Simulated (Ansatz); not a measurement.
# Work function of Y(0001): what the settings cost and change

Aim: the work function of Y(0001) against thickness and vacuum, with the cost.

Calculated with Ansatz 0.2.0; plane-wave DFT, PBE, Ansatz PAW.

## (1) The structure

The cell holds 1 atom: 1 Y. Its edges and angles: a = 3.650 Å, b = 3.650 Å, c = 18.000 Å, α = 90.0°, β = 90.0°, γ = 60.0°. Vacuum lies along c.

## (2) Run, setting 1 layer

A work function rests on the faint tail of the density, so the SCF threshold is tight. The slab grows from one layer, at fixed mesh and 18 Å of vacuum; then the vacuum is varied on one slab.

The input, input.yaml:

```yaml
crystal:
  lattice:
    - [3.65, 0.0, 0.0]
    - [1.825, 3.1609927238, 0.0]
    - [0.0, 0.0, 18.0]
  atoms:
    - { symbol: "Y", position: [0.6666666667, 0.6666666667, 0.5] }
kpoints:
  mp_grid: { grid: [13, 13, 1] }
hamiltonian:
  xc: pbe
scf:
  occupations: { method: fermi_dirac, width: 0.1 }
  convergence: { dr2_threshold: 1.0e-09 }
efield:
  axis: 3
  dipole_correction: true
  ramp_position: 0.97
  ramp_width: 0.06
output:
  write_potential: true
  write_density: true
  volumetric_format: npy
  elf: true
```

On the command line:

```sh
$ ansatz run input.yaml --threads 2 --pin off --max-ram 3072MiB --backend cpu --events-out ev --progress --plain --runs-dir out
```

Numbers of over 12 decimals in the logs are rounded to 6 here.

Output:

```text
Engine: ansatz 0.2.0, aarch64-unknown-linux-gnu
Pseudopotentials: kind: paw
Pseudopotential: Y, paw, valence charge 11, recommended cutoff 420 eV (normal), Y.paw.azcp
Functional definition: PBE
  parameter kappa = 0.804
  parameter beta = 0.066725
  exchange = pbe_x(kappa = kappa, mu = beta*pi^2/3)
  correlation = pbe_c(beta = beta)
Crystal: 1 atoms, lattice volume = 207.677 Å³
Basis set: ecut = 420 eV, 3961 PW (Γ)
Bands: 10, of which v1, the nominal top of the filled ones, is band 6 counted from 1 (5 counted from 0)
Symmetry: 12 space group operations
k-points: 21 of 169
Non-local potential: Y, projectors of the file, l = 0: 3, l = 1: 2, l = 2: 2, l = 3: 1
PAW form: soft (Blöchl's): semilocal exchange-correlation on the pseudo side does not see the compensation charge
PAW one-centre angular grid: Y, 590 points (default); XC on 64 Gauss nodes
Initial density: superposition of atomic densities (neutral atoms: chi_scale 0, normalization atom), corrected by the library's trained network
Initial wavefunctions: pseudopotential atomic-orbital guess
Functional: x = pbe(κ = 0.804, μ = 0.219515), c = pbe(β = 0.066725)
SCF iter   1: F=—  HF=-3847.098161 eV  |F-HF|=—  |Δ(HF+E_count)|=         —  Δρ=3.27e-3  dr2=6.20e-2  ethr=1.77e-3  p=-0.000 e·Å  D=-1.64e-15 V/Å  ΔV_dip=0.00 eV  dr2_dipole=6.58e-11  V_vac-E_F(+/−)=3.14/3.14 eV  ⟨swp⟩=4.6  Hψ=1256  notcnv=0
efield: sawtooth ramp at fractional position 0.9700 (set: `efield.ramp_position`, or a place that a band, a saddle search or an elastic batch's reference lends), width 0.0600; the density the first Hamiltonian is built on has a dipole p = -0.000 e·Å; the dipole correction subtracts the counter field D = -1.64e-15 V/Å, which shifts the + side's vacuum level by +0.00 eV against the − side's; the planar-averaged density in the ramp window peaks in size at 5.7e-7 e/Å³
preconditioner: auto → LDOS  [metal: Δε(μ)=0.020 eV  Ē_g=2.671 eV  σ=0.100 eV  W_gap=0.05  n_scr=8 (ndim 8)  ℏωp=4.5 eV  f_vac=0.670  D(μ)=5.06/eV (n_scr^D=30)  β→1.0]
SCF iter   2: F=—  HF=-3847.086590 eV  |F-HF|=—  |Δ(HF+E_count)|=   1.16e-2  Δρ=1.57e-3  dr2=5.70e-3  ethr=5.64e-4  p=-0.000 e·Å  D=-6.19e-7 V/Å  ΔV_dip=0.00 eV  dr2_dipole=2.34e-11  V_vac-E_F(+/−)=3.32/3.32 eV  ⟨swp⟩=2.4  Hψ=445  notcnv=0
SCF iter   3: F=—  HF=-3847.086503 eV  |F-HF|=—  |Δ(HF+E_count)|=   8.70e-5  Δρ=4.49e-4  dr2=1.09e-3  ethr=5.19e-5  p=-0.000 e·Å  D=-5.58e-7 V/Å  ΔV_dip=0.00 eV  dr2_dipole=1.17e-12  V_vac-E_F(+/−)=3.33/3.33 eV  ⟨swp⟩=2.7  Hψ=363  notcnv=0
SCF iter   4: F=—  HF=-3847.086488 eV  |F-HF|=—  |Δ(HF+E_count)|=   1.47e-5  Δρ=1.37e-4  dr2=1.16e-4  ethr=9.91e-6  p=-0.000 e·Å  D=-3.09e-7 V/Å  ΔV_dip=0.00 eV  dr2_dipole=3.30e-18  V_vac-E_F(+/−)=3.36/3.36 eV  ⟨swp⟩=1.5  Hψ=225  notcnv=0
SCF iter   5: F=—  HF=-3847.086470 eV  |F-HF|=—  |Δ(HF+E_count)|=   1.88e-5  Δρ=3.18e-5  dr2=7.89e-6  ethr=1.05e-6  p=-0.000 e·Å  D=-1.74e-7 V/Å  ΔV_dip=0.00 eV  dr2_dipole=1.23e-13  V_vac-E_F(+/−)=3.38/3.38 eV  ⟨swp⟩=2.7  Hψ=318  notcnv=0
SCF iter   6: F=—  HF=-3847.086469 eV  |F-HF|=—  |Δ(HF+E_count)|=   2.68e-7  Δρ=1.10e-5  dr2=1.14e-6  ethr=7.17e-8  p=-0.000 e·Å  D=-5.67e-8 V/Å  ΔV_dip=0.00 eV  dr2_dipole=3.08e-15  V_vac-E_F(+/−)=3.38/3.38 eV  ⟨swp⟩=1.7  Hψ=232  notcnv=0
SCF iter   7: F=—  HF=-3847.086456 eV  |F-HF|=—  |Δ(HF+E_count)|=   1.32e-5  Δρ=2.57e-6  dr2=3.59e-8  ethr=1.04e-8  p=-0.000 e·Å  D=-7.78e-9 V/Å  ΔV_dip=0.00 eV  dr2_dipole=6.68e-14  V_vac-E_F(+/−)=3.39/3.39 eV  ⟨swp⟩=2.0  Hψ=236  notcnv=0
SCF iter   8: F=-3847.086456 eV  HF=-3847.086456 eV  |F-HF|=1.74e-9  |Δ(HF+E_count)|=   6.20e-9  Δρ=5.18e-7  dr2=6.42e-10  ethr=9.09e-12  p=0.000 e·Å  D=9.13e-9 V/Å  ΔV_dip=-0.00 eV  dr2_dipole=2.76e-14  V_vac-E_F(+/−)=3.39/3.39 eV  ⟨swp⟩=2.1  Hψ=686  notcnv=0
SCF 1 converged in 8 iterations: F = -3847.086456 eV  dr2 = 6.42e-10
  greatest PAW one-centre occupation: 0.994 electrons in one spin orbital (limit 2), on the Y atom at site 0 (counted from 0), in its partial waves of l = 0
WARN: The output density's exchange-correlation potential varies sharply where the density is thin. Do not read a vacuum level from v_tot or v_xc, or from such a field of the output density. On a cell that repeats whose density bears no net charge and no dipole along the vacuum's axis use v_es (v_loc + v_h of the components); under efield.dipole_correction with no amplitude use v_es + v_field, which holds any externa [...]
SCF converged after 8 iterations
Free energy (F): -3847.086456 eV
Harris-Foulkes:  -3847.086456 eV  (|F-HF|=1.74e-9)
Internal energy: -3846.926495 eV  (E = F + TS)
E sigma→0 (E₀):  -3847.006476 eV
Entropy (-TS):   -0.159961 eV (-159.961 meV/atom)
Fermi energy:    -1.152264 eV
Dipole field:    D = -0.000000 V/Å  (p = -0.000000 e·Å, saw-weighted, corrected)
Work function:   Φ+ = 3.3868 eV   Φ− = 3.3867 eV
Levels:          The Fermi level and band energies are counted from a zero that moves with the ramp; work functions are not
--- Per-component energies (eV) ---
  E_band       = -244.733143
  E_kinetic    = 301.656297
  E_local      = -2893.059612  (includes V_loc(G=0)·N_el)
  E_nonlocal   = 50.295914
  E_hartree    = 1272.535693
  E_xc         = -170.677689
  E_vxc        = -195.485682  (∫ρ·V_xc dr)
  E_paw        = -2825.306579  (= ΣΔE_a)
  E_vpaw       = -53.211047  (= ΣTr[D̂ρ^β])
  E_aug_tail   = 0.000003  (compensation charges beyond the density's cutoff)
  E_efield     = 0.000000  (sawtooth field / dipole correction)
  E_vefield    = 0.000000  (∫n·V_field dr)
  E_ewald      = 417.629478
  E_smearing   = -0.159961  (= −TS)
  E_closure    = -0.000000  (closes the sum)
  Σ components = -3847.086456   (vs F -3847.086456, Δ=0.00e0)
--- Band table (eV; the first three rows and the last of 21) ---
  k-point 0: bands = ["-44.8293", "-24.9514", "-24.5261", "-24.5261", "-4.6499", "-1.0222", "-0.8958", "0.3061", "0.3061", "1.9058"]
  k-point 1: bands = ["-44.8274", "-24.9487", "-24.5464", "-24.5308", "-4.5214", "-1.0247", "-0.8265", "0.1642", "0.4174", "1.7935"]
  k-point 2: bands = ["-44.8223", "-24.9412", "-24.6020", "-24.5438", "-4.1522", "-1.0444", "-0.6392", "-0.1616", "0.7446", "1.6835"]
  k-point 20: bands = ["-44.7930", "-24.8987", "-24.7889", "-24.7379", "-1.1399", "-1.0120", "-0.7135", "-0.2389", "0.6197", "3.5789"]
```

Run time: 6.6 s. Hardware: 2 threads of Arm Neoverse N1, shared host; peak memory 0.41 GiB.

This step gave:

| Item | Value |
| --- | --- |
| energy at zero smearing | -3847.0065 eV |
| work function, upper face | 3.387 eV |

Running mean over 2.867 Å of the planar mean; the ramp of the sawtooth is left out. The electron's electrostatic potential energy less the Fermi level by z:

```
z (Å)  electron's electrostatic potential energy less the Fermi level (eV)
 2.88                                                                 3.39
 3.31                                                                 3.39
 3.74                                                                 3.38
 4.18                                                                 3.38
 4.61                                                                 3.37
 5.04                                                                 3.34
 5.47                                                                 3.27
 5.90                                                                 3.12
 6.19                                                                 2.92
 6.62                                                                 2.33
 7.06                                                                0.984
 7.49                                                                -1.28
 7.92                                                                -3.71
 8.35                                                                -5.37
 8.78                                                                -6.01
 9.22                                                                -6.01
 9.65                                                                -5.37
10.08                                                                -3.71
10.51                                                                -1.28
10.94                                                                0.984
11.38                                                                 2.33
11.81                                                                 2.92
12.10                                                                 3.12
12.53                                                                 3.27
12.96                                                                 3.34
13.39                                                                 3.37
13.82                                                                 3.38
14.26                                                                 3.38
14.69                                                                 3.39
15.12                                                                 3.39
```

ELF in the ca plane at fractional y = 0.667, with atoms of Y within 0.2 Å of it. It is the smooth field of the valence electrons, not physical close to the nuclei.

Ten even steps from '0' (0.00) to '9' (0.83), each cell a mean:
```
00000000000000001111367521110000000000000000
00000000000000000002899950000000000000000000
00000000000000000003986970000000000000000000
00000000000000000002899950000000000000000000
00000000000000001111366521110000000000000000
00000000000000012444222234431000000000000000
00000000000000013566533456542100000000000000
00000000000000012343221234431000000000000000
```
Columns run along c (18.0 Å), rows up along a (3.6 Å). Atoms in or near the plane, at fractional coordinates: Y at (0.50, 0.67).

Valence density in the ca plane at fractional y = 0.667, with atoms of Y within 0.2 Å of it. It is the smooth field of the valence electrons, not physical close to the nuclei.

Ten steps, logarithmic in the rise over the least value, from '0' (0.0 e/Å³) to '9' (3.6 e/Å³), each cell a mean:
```
00000000000000000012567631100000000000000000
00000000000000000013799852000000000000000000
00000000000000000014899962000000000000000000
00000000000000000013799852000000000000000000
00000000000000000012466531100000000000000000
00000000000000000012233321100000000000000000
00000000000000000012222221100000000000000000
00000000000000000012233321100000000000000000
```
Columns run along c (18.0 Å), rows up along a (3.6 Å). Atoms in or near the plane, at fractional coordinates: Y at (0.50, 0.67).

Electrostatic potential energy in the ca plane at fractional y = 0.667, with atoms of Y within 0.2 Å of it. With pseudopotentials it is smooth inside the atoms' cores, unlike the true potential.

Values in eV, 5 rows by 16 columns, each cell a mean:
```
  2   2   2   2   2   2  -1 -18 -22  -2   2   2   2   2   2   2
  2   2   2   2   2   2  -2 -29 -33  -5   1   2   2   2   2   2
  2   2   2   2   2   2  -1 -20 -24  -2   2   2   2   2   2   2
  2   2   2   2   2   2   1  -2  -3   1   2   2   2   2   2   2
  2   2   2   2   2   2   1  -2  -3   1   2   2   2   2   2   2
```
Columns run along c (18.0 Å; values clipped at the 3rd and 97th percentile), rows up along a (3.6 Å). Atoms in or near the plane, at fractional coordinates: Y at (0.50, 0.67).

The work function is 3.387 eV.

## (3) Run, 2 atoms

System of this step: Y(0001). The cell holds 2 atoms: 2 Y. Cell: a = 3.650 Å, b = 3.650 Å, c = 20.867 Å, α = 90.0°, β = 90.0°, γ = 60.0°. Vacuum lies along c.

input.yaml, the sections that differ from step 2:

```yaml
crystal:
  lattice:
    - [3.65, 0.0, 0.0]
    - [1.825, 3.1609927238, 0.0]
    - [0.0, 0.0, 20.867075]
  atoms:
    - { symbol: "Y", position: [0.6666666667, 0.6666666667, 0.4313014641] }
    - { symbol: "Y", position: [0.0, 0.0, 0.5686985359] }
output:
  write_potential: true
  write_density: true
  volumetric_format: npy
# kpoints, hamiltonian, scf, efield: as in step 2
```

Output:

```text
[...]
Crystal: 2 atoms, lattice volume = 240.756 Å³
Basis set: ecut = 420 eV, 4641 PW (Γ)
Bands: 15, of which v1, the nominal top of the filled ones, is band 11 counted from 1 (10 counted from 0)
Symmetry: 6 space group operations
k-points: 21 of 169 (time reversal used)
[...]
k-point 0: bands = [... 7 lower, -22.4970, -3.6975, -2.3499, 0.4109, 0.5369, 1.4922, 1.9113, 1.9113]
  k-point 1: bands = [... 7 lower, -22.5008, -3.5744, -2.2277, 0.4364, 0.5349, 1.4766, 1.7694, 1.9798]
  k-point 2: bands = [... 7 lower, -22.5115, -3.2210, -1.8828, 0.4556, 0.5071, 1.3108, 1.5917, 1.8025]
  k-point 20: bands = [... 7 lower, -22.6648, -0.2920, 0.0061, 0.1741, 0.7309, 0.7757, 1.0547, 1.1110]
[key lines of the parts left out:]
SCF converged after 9 iterations
Free energy (F): -7696.021533 eV
Fermi energy:    0.330840 eV
Dipole field:    D = 0.000010 V/Å  (p = 0.000013 e·Å, saw-weighted, corrected)
Work function:   Φ+ = 3.3224 eV   Φ− = 3.3227 eV
```

Elapsed: 8.3 s, on 2 threads; peak memory 0.42 GiB.

The work function is 3.322 eV, -0.064 eV from the run “1 layer”, at 1.3 times its CPU time.

## (4) Slab, 3 atoms

System of this step: Y(0001). The cell holds 3 atoms: 3 Y. Cell: a = 3.650 Å, b = 3.650 Å, c = 23.734 Å, α = 90.0°, β = 90.0°, γ = 60.0°. Vacuum lies along c.

input.yaml, the sections that differ from step 3:

```yaml
crystal:
  lattice:
    - [3.65, 0.0, 0.0]
    - [1.825, 3.1609927238, 0.0]
    - [0.0, 0.0, 23.73415]
  atoms:
    - { symbol: "Y", position: [0.0, 0.0, 0.3792004348] }
    - { symbol: "Y", position: [0.6666666667, 0.6666666667, 0.5] }
    - { symbol: "Y", position: [0.0, 0.0, 0.6207995652] }
# kpoints, hamiltonian, scf, efield, output: as in step 3
```

Output:

```text
[...]
Crystal: 3 atoms, lattice volume = 273.836 Å³
Basis set: ecut = 420 eV, 5239 PW (Γ)
Bands: 21, of which v1, the nominal top of the filled ones, is band 17 counted from 1 (16 counted from 0)
Symmetry: 6 space group operations
k-points: 21 of 169 (time reversal used)
[...]
k-point 0: bands = [... 13 lower, -2.0098, -0.8742, 1.5028, 1.6233, 2.1666, 2.9254, 2.9254, 2.9450, ... 4 higher]
  k-point 1: bands = [... 13 lower, -1.8898, -0.7555, 1.5065, 1.6436, 2.0917, 2.7277, 2.8062, 3.0194, ... 4 higher]
  k-point 2: bands = [... 13 lower, -1.5495, -0.4252, 1.4840, 1.6062, 1.9742, 2.3294, 2.5437, 2.9866, ... 4 higher]
  k-point 20: bands = [... 13 lower, 0.7478, 0.9422, 1.1914, 1.4636, 1.6312, 1.8284, 1.8608, 2.0917, ... 4 higher]
[key lines of the parts left out:]
SCF converged after 10 iterations
Free energy (F): -11544.670232 eV
Fermi energy:    1.366373 eV
Dipole field:    D = 0.000001 V/Å  (p = 0.000002 e·Å, saw-weighted, corrected)
Work function:   Φ+ = 3.3702 eV   Φ− = 3.3702 eV
```

Wall time 16 s (2 threads); peak memory 0.48 GiB.

The work function is 3.370 eV, +0.048 eV from the run “2 layers”, at 1.9 times its CPU time.

## (5) Run, 4 atoms

System of this step: Y(0001). The cell holds 4 atoms: 4 Y. Its edges and angles: a = 3.650 Å, b = 3.650 Å, c = 26.601 Å, α = 90.0°, β = 90.0°, γ = 60.0°. Vacuum lies along c.

input.yaml, the sections that differ from step 4:

```yaml
crystal:
  lattice:
    - [3.65, 0.0, 0.0]
    - [1.825, 3.1609927238, 0.0]
    - [0.0, 0.0, 26.601225]
  atoms:
    - { symbol: "Y", position: [0.6666666667, 0.6666666667, 0.3383302837] }
    - { symbol: "Y", position: [0.0, 0.0, 0.4461100946] }
    - { symbol: "Y", position: [0.6666666667, 0.6666666667, 0.5538899054] }
    - { symbol: "Y", position: [0.0, 0.0, 0.6616697163] }
# kpoints, hamiltonian, scf, efield, output: as in step 4
```

Output:

```text
[...]
Crystal: 4 atoms, lattice volume = 306.915 Å³
Basis set: ecut = 420 eV, 5921 PW (Γ)
Bands: 27, of which v1, the nominal top of the filled ones, is band 22 counted from 1 (21 counted from 0)
Symmetry: 6 space group operations
k-points: 21 of 169 (time reversal used)
[...]
k-point 0: bands = [... 18 lower, -0.6690, 0.1460, 2.3819, 2.4223, 2.9628, 3.2792, 3.7605, 3.7605, ... 6 higher]
  k-point 1: bands = [... 18 lower, -0.5521, 0.2641, 2.3812, 2.4437, 2.8493, 3.2470, 3.6047, 3.6114, ... 6 higher]
  k-point 2: bands = [... 18 lower, -0.2240, 0.5906, 2.3297, 2.4585, 2.5855, 3.1623, 3.2159, 3.2819, ... 6 higher]
  k-point 20: bands = [... 18 lower, 1.5770, 1.8071, 1.8329, 2.0827, 2.2397, 2.5620, 2.6671, 2.7465, ... 6 higher]
[key lines of the parts left out:]
SCF converged after 11 iterations
Free energy (F): -15393.367024 eV
Fermi energy:    2.219946 eV
Dipole field:    D = 0.000000 V/Å  (p = 0.000001 e·Å, saw-weighted, corrected)
Work function:   Φ+ = 3.3697 eV   Φ− = 3.3697 eV
```

The job ended after 25 s (2 threads; peak memory 0.55 GiB).

The work function is 3.370 eV, -0.000 eV from the run “3 layers”, at 1.6 times its CPU time.

## (6) Slab, 5 atoms

System of this step: Y(0001). The cell holds 5 atoms: 5 Y. Cell: a = 3.650 Å, b = 3.650 Å, c = 29.468 Å, α = 90.0°, β = 90.0°, γ = 60.0°. Vacuum lies along c.

input.yaml, the sections that differ from step 5:

```yaml
crystal:
  lattice:
    - [3.65, 0.0, 0.0]
    - [1.825, 3.1609927238, 0.0]
    - [0.0, 0.0, 29.4683]
  atoms:
    - { symbol: "Y", position: [0.0, 0.0, 0.3054129353] }
    - { symbol: "Y", position: [0.6666666667, 0.6666666667, 0.4027064676] }
    - { symbol: "Y", position: [0.0, 0.0, 0.5] }
    - { symbol: "Y", position: [0.6666666667, 0.6666666667, 0.5972935324] }
    - { symbol: "Y", position: [0.0, 0.0, 0.6945870647] }
# kpoints, hamiltonian, scf, efield, output: as in step 5
```

Output:

```text
[...]
Crystal: 5 atoms, lattice volume = 339.994 Å³
Basis set: ecut = 420 eV, 6519 PW (Γ)
Bands: 33, of which v1, the nominal top of the filled ones, is band 28 counted from 1 (27 counted from 0)
Symmetry: 6 space group operations
k-points: 21 of 169 (time reversal used)
[...]
k-point 0: bands = [... 24 lower, 0.9116, 3.0840, 3.0877, 3.6510, 3.7205, 4.2254, 4.4648, 4.4648, ... 6 higher]
  k-point 1: bands = [... 24 lower, 1.0298, 3.0919, 3.0962, 3.5281, 3.6480, 4.1845, 4.2953, 4.3189, ... 6 higher]
  k-point 2: bands = [... 24 lower, 1.3554, 3.0357, 3.0912, 3.2313, 3.5097, 3.8601, 3.9190, 4.1471, ... 6 higher]
  k-point 20: bands = [... 24 lower, 2.4549, 2.5348, 2.5634, 2.8302, 2.9292, 3.2021, 3.3220, 3.3712, ... 6 higher]
[key lines of the parts left out:]
SCF converged after 11 iterations
Free energy (F): -19242.065704 eV
Fermi energy:    2.905363 eV
Dipole field:    D = -0.000000 V/Å  (p = -0.000001 e·Å, saw-weighted, corrected)
Work function:   Φ+ = 3.3699 eV   Φ− = 3.3699 eV
```

The job ended after 34 s (2 threads; peak memory 0.62 GiB).

The work function is 3.370 eV, +0.000 eV from the run “4 layers”, at 1.4 times its CPU time.

[end of part 1 of 2]

[Logs are printed without paths, hosts, clocks, repeated set-up lines and the standing remarks that a program may print on its own settings, such as how far it seeks lower states.]

[Hosts, paths, dates, database ids (printed as entryN), source tags and the programs' standing remarks are cut or masked in the printed files.]

[Maps of the electrostatic potential energy from Ansatz leave out the sawtooth potential of an applied field or a dipole correction, so their vacuum need not be flat; planar profiles and work functions include it.]
